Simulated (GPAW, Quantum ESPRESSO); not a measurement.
The N K edge of atom 2 in TaN (Fm-3m), with 6 Ta at 2.18 Å (octahedral, site symmetry m-3m), was computed in 2 ways: excited-electron core hole (neutral cell) and no core hole. Program and functional: Quantum ESPRESSO XSpectra, PBE, without spin-orbit coupling, Lorentzian half width 0.3 eV up to 4 eV, rising linearly to 2.5 eV at 25 eV; cells of 2 and 16 atoms (the run without a hole in the smaller).

Each run is counted from its own lowest empty level or Fermi level and scaled to a mean of 1 over its first 20 eV.

| E (eV) | run 1 | run 2 |
| --- | --- | --- |
| -2.0 | 0.05 | 0.07 |
| -1.5 | 0.07 | 0.09 |
| -1.0 | 0.09 | 0.13 |
| -0.5 | 0.17 | 0.24 |
| 0.0 | 0.44 | 0.66 |
| 0.5 | 0.71 | 1.43 |
| 1.0 | 1.04 | 1.84 |
| 1.5 | 1.15 | 2.21 |
| 2.0 | 1.56 | 1.71 |
| 2.5 | 1.41 | 1.26 |
| 3.0 | 1.19 | 1.16 |
| 3.5 | 1.05 | 1.27 |
| 4.0 | 0.97 | 1.24 |
| 4.5 | 1.18 | 1.29 |
| 5.0 | 1.20 | 1.53 |
| 5.5 | 1.34 | 1.56 |
| 6.0 | 1.27 | 1.88 |
| 6.5 | 1.39 | 1.94 |
| 7.0 | 1.51 | 1.69 |
| 7.5 | 1.70 | 1.54 |
| 8.0 | 1.78 | 1.46 |
| 8.5 | 1.69 | 1.20 |
| 9.0 | 1.48 | 1.08 |
| 9.5 | 1.40 | 1.10 |
| 10.0 | 1.45 | 1.07 |
| 10.5 | 1.44 | 0.95 |
| 11.0 | 1.30 | 0.80 |
| 11.5 | 1.10 | 0.68 |
| 12.0 | 0.94 | 0.61 |
| 12.5 | 0.83 | 0.58 |
| 13.0 | 0.75 | 0.56 |
| 13.5 | 0.70 | 0.54 |
| 14.0 | 0.66 | 0.53 |
| 14.5 | 0.64 | 0.53 |
| 15.0 | 0.63 | 0.53 |
| 15.5 | 0.61 | 0.50 |
| 16.0 | 0.58 | 0.46 |
| 16.5 | 0.52 | 0.41 |
| 17.0 | 0.46 | 0.37 |
| 17.5 | 0.41 | 0.36 |
| 18.0 | 0.39 | 0.36 |
| 18.5 | 0.38 | 0.37 |
| 19.0 | 0.38 | 0.40 |
| 19.5 | 0.40 | 0.43 |
| 20.0 | 0.41 | 0.45 |
| 20.5 | 0.43 | 0.48 |
| 21.0 | 0.44 | 0.50 |
| 21.5 | 0.45 | 0.52 |
| 22.0 | 0.46 | 0.55 |
| 22.5 | 0.49 | 0.59 |
| 23.0 | 0.52 | 0.64 |
| 23.5 | 0.55 | 0.68 |
| 24.0 | 0.59 | 0.73 |
| 24.5 | 0.63 | 0.76 |
| 25.0 | 0.66 | 0.80 |
| 25.5 | 0.70 | 0.84 |
| 26.0 | 0.75 | 0.88 |
| 26.5 | 0.80 | 0.91 |
| 27.0 | 0.85 | 0.93 |
| 27.5 | 0.90 | 0.93 |
| 28.0 | 0.93 | 0.91 |
| 28.5 | 0.95 | 0.86 |
| 29.0 | 0.93 | 0.80 |
| 29.5 | 0.89 | 0.74 |
| 30.0 | 0.84 | 0.67 |
| 30.5 | 0.77 | 0.61 |
| 31.0 | 0.71 | 0.57 |
| 31.5 | 0.65 | 0.53 |
| 32.0 | 0.60 | 0.50 |

Question: Which run is which?

Run 1: no core hole (area from −2 to 6 eV 7.1, main maxima 2.1 eV (1.57), 5.5 eV (1.34), 7.9 eV (1.78) and 10.2 eV (1.46)). Run 2: excited-electron core hole (neutral cell) (area from −2 to 6 eV 9.3, main maxima 1.5 eV (2.22), 3.8 eV (1.40) and 6.3 eV (1.97)). With each curve scaled to its own mean, the area from −2 to 6 eV with the hole is 9.3 against 7.1, and the centre of weight from −1 to 20 eV moves by -1.0 eV: the hole pulls the absorber's empty states down.

[Hosts, paths, dates, database ids (printed as entryN), source tags and the programs' standing remarks are cut or masked in the printed files.]

[Lists of maxima count a maximum above −3 eV only where it reaches 4 % of the highest in the window and stands out from its surroundings by 2 % of it (1.5 % where it reaches 55 %); shoulders and weaker maxima are passed over, and of the rest the first, up to two pre-edge ones and the few strongest are named.]
